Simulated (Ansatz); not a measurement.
# Ru(0001) with 2 thermally displaced layers, 2x2: scattering by thermal displacements

Aim: the resistivity of Ru at 800 K from frozen thermal displacements between perfect leads.

Program: Ansatz 0.2.0. Level of theory: Ansatz plane-wave DFT, PBE, PAW files; ballistic transport by layer matching (Landauer), zero bias; PAW set soft_1. Results are calculated unless marked as measured.

This is a report of a sequence of runs, with most program output left out.

**1. Starting point**

The cell holds 48 atoms: 48 Ru. Cell: a = 5.412 Å, b = 5.412 Å, c = 25.691 Å, α = 90.0°, β = 90.0°, γ = 120.0°. It derives from Ru. Regions: lead, 40 atoms (40 Ru); scattering region, 8 atoms (8 Ru). The structure is stacked along c, and the current runs across the ab planes.

**2. With 2 displaced layers**

Each atom of 2 layers is moved at random, by amounts drawn from a normal law 0.057 Å wide in each direction from the Debye model (600 K) at 800 K. The layers about the cell's end stay perfect and serve as the lead. Disorder leaves little or no symmetry, which makes such runs dear. Energies from -0.05 to 0.05 eV in steps of 0.05 eV are too few for the program's thermal sum, so it prints no conductance; for a metal the transmission near the Fermi level serves, at a fraction of the cost.

Input file input.yaml:

```yaml
crystal:
  lattice:
    - [5.4116, 0.0, 0.0]
    - [-2.7058, 4.6865830751, 0.0]
    - [0.0, 0.0, 25.6914]
  atoms:
    - { symbol: Ru, position: [0.1666666667, 0.3333333333, 0.0416666667] }
    - { symbol: Ru, position: [0.1666666667, 0.8333333333, 0.0416666667] }
    - { symbol: Ru, position: [0.6666666667, 0.3333333333, 0.0416666667] }
    - { symbol: Ru, position: [0.6666666667, 0.8333333333, 0.0416666667] }
    - { symbol: Ru, position: [0.3333333333, 0.1666666667, 0.125] }
    - { symbol: Ru, position: [0.3333333333, 0.6666666667, 0.125] }
    - { symbol: Ru, position: [0.8333333333, 0.1666666667, 0.125] }
    - { symbol: Ru, position: [0.8333333333, 0.6666666667, 0.125] }
[... 36 atom lines left out ...]
    - { symbol: Ru, position: [0.3333333333, 0.1666666667, 0.9583333333] }
    - { symbol: Ru, position: [0.3333333333, 0.6666666667, 0.9583333333] }
    - { symbol: Ru, position: [0.8333333333, 0.1666666667, 0.9583333333] }
    - { symbol: Ru, position: [0.8333333333, 0.6666666667, 0.9583333333] }
kpoints:
  mp_grid: { grid: [5, 5, 1] }
hamiltonian:
  xc: pbe
  pseudopotentials: { kind: paw, azcp: { folder: soft_1 } }
scf:
  occupations: { method: fermi_dirac, width: 0.1 }
output:
  transmission:
    leads: [[0, 8]]
    kmesh: [10, 10]
    e_range: [-0.05, 0.05]
    de: 0.05
  write_potential: true
  write_density: true
  volumetric_format: npy
```

On the command line:

```sh
$ ansatz run input.yaml --threads 4 --pin off --max-ram 15360MiB --backend cpu --events-out ev --progress --plain --runs-dir out
```

Elapsed: 5.1 min, on 4 threads of Intel Xeon Platinum 8375C at 2.90GHz (Ice Lake), shared host; peak memory 6.5 GiB; 18 min of CPU time.

Numbers from this step:

| Quantity | Value |
| --- | --- |
| free energy | -282179.0057 eV |
| energy at zero smearing | -282178.2432 eV |
| Fermi energy | 23.34 eV |
| cell area | 25.36 Å² |
| transmission per spin nearest the Fermi level | 4.852 |
| open channels per spin nearest the Fermi level | 5.16 |
| step of the lead's potential | 0.8 meV |

Per spin. Table of transmission, zone mean by energy, zero at the Fermi level:

```csv
energy (eV),"transmission, zone mean"
-0.0500,4.93
0.0000,4.85
0.0500,5.14
```

Per spin. The open channels, zone mean, lead by energy, zero at the Fermi level:

```csv
energy (eV),"open channels, zone mean, lead"
-0.0500,5.16
0.0000,5.16
0.0500,5.64
```

Transmission over k1 and k2. At 0.0000 eV from the Fermi level.

Ten even steps from '0' (1.9) to '9' (11.7):
```
1122211100
1232232100
1224642210
1226996221
3134999431
1122699622
1012246422
1001232232
1001112221
3111131111
```
Columns: k1 (b1) from -0.5 to 0.4; rows upwards: k2 (b2) from -0.5 to 0.4.

Open channels over k1 and k2. At 0.0000 eV from the Fermi level.

Ten even steps from '0' (2.0) to '9' (12.0):
```
2233322101
1333333100
1335753311
2337997332
4235999532
2233799733
1113357533
1001333333
2101223332
4211242112
```
Columns: k1 (b1) from -0.5 to 0.4; rows upwards: k2 (b2) from -0.5 to 0.4.

Over the solved energies the transmission per spin lies between 4.85 and 5.14, out of 5.32 channels of the lead on average (up to 5.64).

**3. With 6 displaced layers**

Each atom of 6 layers is moved at random, by amounts drawn from a normal law 0.057 Å wide in each direction from the Debye model (600 K) at 800 K. A fresh draw is used; the growth of the resistance with length is what counts.

System of this step: Ru(0001) with 6 thermally displaced layers, 2x2. The cell holds 64 atoms: 64 Ru. Cell: a = 5.412 Å, b = 5.412 Å, c = 34.255 Å, α = 90.0°, β = 90.0°, γ = 120.0°. It derives from Ru. Regions: lead, 40 atoms (40 Ru); scattering region, 24 atoms (24 Ru). The structure is stacked along c, and the current runs across the ab planes.

Input file input.yaml:

```yaml
crystal:
  lattice:
    - [5.4116, 0.0, 0.0]
    - [-2.7058, 4.6865830751, 0.0]
    - [0.0, 0.0, 34.2552]
  atoms:
    - { symbol: Ru, position: [0.1666666667, 0.3333333333, 0.03125] }
    - { symbol: Ru, position: [0.1666666667, 0.8333333333, 0.03125] }
    - { symbol: Ru, position: [0.6666666667, 0.3333333333, 0.03125] }
    - { symbol: Ru, position: [0.6666666667, 0.8333333333, 0.03125] }
    - { symbol: Ru, position: [0.3333333333, 0.1666666667, 0.09375] }
    - { symbol: Ru, position: [0.3333333333, 0.6666666667, 0.09375] }
    - { symbol: Ru, position: [0.8333333333, 0.1666666667, 0.09375] }
    - { symbol: Ru, position: [0.8333333333, 0.6666666667, 0.09375] }
[... 52 atom lines left out ...]
    - { symbol: Ru, position: [0.3333333333, 0.1666666667, 0.96875] }
    - { symbol: Ru, position: [0.3333333333, 0.6666666667, 0.96875] }
    - { symbol: Ru, position: [0.8333333333, 0.1666666667, 0.96875] }
    - { symbol: Ru, position: [0.8333333333, 0.6666666667, 0.96875] }
kpoints:
  mp_grid: { grid: [5, 5, 1] }
hamiltonian:
  xc: pbe
  pseudopotentials: { kind: paw, azcp: { folder: soft_1 } }
scf:
  occupations: { method: fermi_dirac, width: 0.1 }
output:
  transmission:
    leads: [[0, 8]]
    kmesh: [10, 10]
    e_range: [-0.05, 0.05]
    de: 0.05
  write_potential: true
  write_density: true
  volumetric_format: npy
```

Elapsed: 8.5 min, on 4 threads; peak memory 10 GiB; 31 min of CPU time.

Numbers from this step:

```yaml
free_energy: -376237.8264 eV
energy_at_zero_smearing: -376236.7987 eV
fermi_energy: 23.37 eV
transmission_per_spin_nearest_the_fermi_level: 4.170
open_channels_per_spin_nearest_the_fermi_level: 5.28
step_of_the_lead_s_potential: 7.6 meV
```

Per spin. Transmission, zone mean against energy, zero at the Fermi level:

```csv
energy (eV),"transmission, zone mean"
-0.0500,4.24
0.0000,4.17
0.0500,4.41
```

Over the solved energies the transmission per spin lies between 4.17 and 4.41, out of 5.49 channels of the lead on average (up to 6.04).

**4. With 10 displaced layers**

Each atom of 10 layers is moved at random, by amounts drawn from a normal law 0.057 Å wide in each direction from the Debye model (600 K) at 800 K. A fresh draw is used; the growth of the resistance with length is what counts.

System of this step: Ru(0001) with 10 thermally displaced layers, 2x2. The cell holds 80 atoms: 80 Ru. Cell: a = 5.412 Å, b = 5.412 Å, c = 42.819 Å, α = 90.0°, β = 90.0°, γ = 120.0°. It derives from Ru. Regions: lead, 40 atoms (40 Ru); scattering region, 40 atoms (40 Ru). The structure is stacked along c, and the current runs across the ab planes.

Input file input.yaml:

```yaml
crystal:
  lattice:
    - [5.4116, 0.0, 0.0]
    - [-2.7058, 4.6865830751, 0.0]
    - [0.0, 0.0, 42.819]
  atoms:
    - { symbol: Ru, position: [0.1666666667, 0.3333333333, 0.025] }
    - { symbol: Ru, position: [0.1666666667, 0.8333333333, 0.025] }
    - { symbol: Ru, position: [0.6666666667, 0.3333333333, 0.025] }
    - { symbol: Ru, position: [0.6666666667, 0.8333333333, 0.025] }
    - { symbol: Ru, position: [0.3333333333, 0.1666666667, 0.075] }
    - { symbol: Ru, position: [0.3333333333, 0.6666666667, 0.075] }
    - { symbol: Ru, position: [0.8333333333, 0.1666666667, 0.075] }
    - { symbol: Ru, position: [0.8333333333, 0.6666666667, 0.075] }
[... 68 atom lines left out ...]
    - { symbol: Ru, position: [0.3333333333, 0.1666666667, 0.975] }
    - { symbol: Ru, position: [0.3333333333, 0.6666666667, 0.975] }
    - { symbol: Ru, position: [0.8333333333, 0.1666666667, 0.975] }
    - { symbol: Ru, position: [0.8333333333, 0.6666666667, 0.975] }
kpoints:
  mp_grid: { grid: [5, 5, 1] }
hamiltonian:
  xc: pbe
  pseudopotentials: { kind: paw, azcp: { folder: soft_1 } }
scf:
  occupations: { method: fermi_dirac, width: 0.1 }
output:
  transmission:
    leads: [[0, 8]]
    kmesh: [10, 10]
    e_range: [-0.05, 0.05]
    de: 0.05
  write_potential: true
  write_density: true
  volumetric_format: npy
```

The job ended after 15 min (4 threads; peak memory 8.5 GiB).

Numbers from this step:

```yaml
free_energy: -470296.7698 eV
energy_at_zero_smearing: -470295.5081 eV
transmission_per_spin_nearest_the_fermi_level: 3.627
step_of_the_lead_s_potential: 5.5 meV
```

Per spin. The transmission, zone mean by energy, zero at the Fermi level:

```csv
energy (eV),"transmission, zone mean"
-0.0500,3.68
0.0000,3.63
0.0500,3.80
```

Over the solved energies the transmission per spin lies between 3.63 and 3.80, out of 5.44 channels of the lead on average (up to 5.88).

**5. Resistance against length**

This step: Ansatz plane-wave DFT, PBE, PAW files; ballistic transport by layer matching (Landauer), zero bias; resistivity from the slope of the area resistance; PAW set soft_1 (Ansatz 0.2.0).

Numbers from this step:

```yaml
resistivity: 13.95 µΩ cm
intercept: -0.01404 fΩ m²
scatter_about_the_fit: 0.003542 fΩ m²
```

Resistance, by row:

```csv
run,length (Å),T,channels N,RA (fΩ m²)
n2,4.282,4.971,5.32,0.04318
n6,12.85,4.273,5.493,0.1702
n10,21.41,3.704,5.44,0.2821
```

Area resistance against length of the displaced region:

```csv
length of the displaced region (Å),area resistance (fΩ m²)
4.28,0.0432
12.85,0.170
21.41,0.282
```

The area resistance goes from 0.043 to 0.28 fΩ m² between 4.3 and 21.4 Å, a slope of 14 µΩ cm.

By hand from the end points: (0.2821 − 0.04318) fΩ m² / (21.41 − 4.28) Å = 14 µΩ cm, since 1 fΩ m² per Å is 1000 µΩ cm.

**6. Summary of results**

```
resistivity from the slope  : 13.9 µΩ cm
area resistance over 4.28 Å : 0.0432 fΩ m²
area resistance over 12.8 Å : 0.170 fΩ m²
area resistance over 21.4 Å : 0.282 fΩ m²
```

What this shows: The slope gives 14 µΩ cm. The points scatter by 0.0035 fΩ m² about the line, with one random draw a length in a 2x2 cell, so the slope is a rough value. The mean square of the displacements drawn is 0.69, 0.93 and 0.79 of the nominal one at the three lengths; with each resistance scaled back by that, the slope is 17 µΩ cm, the value used below. The lead's own channel count moves between the runs (5.32, 5.49 and 5.44), which shifts RA and the slope too. Read with a model of isotropic scattering on a spherical Fermi surface and the lead's 1.6×10¹⁵ S/m², this slope means a mean free path near 29 Å; over these lengths the model's slope is 1.07 times its bulk resistivity, which would be 16 µΩ cm. Uncorrelated displacements put too much weight on short waves, which scatter strongly; with the sideways repeat of a small cell, one draw and three short lengths, the method is good to a factor of two or three.

[Logs are printed without paths, hosts, clocks, repeated set-up lines and the standing remarks that a program may print on its own settings, such as how far it seeks lower states.]

[Hosts, paths, dates, database ids (printed as entryN), source tags and the programs' standing remarks are cut or masked in the printed files.]
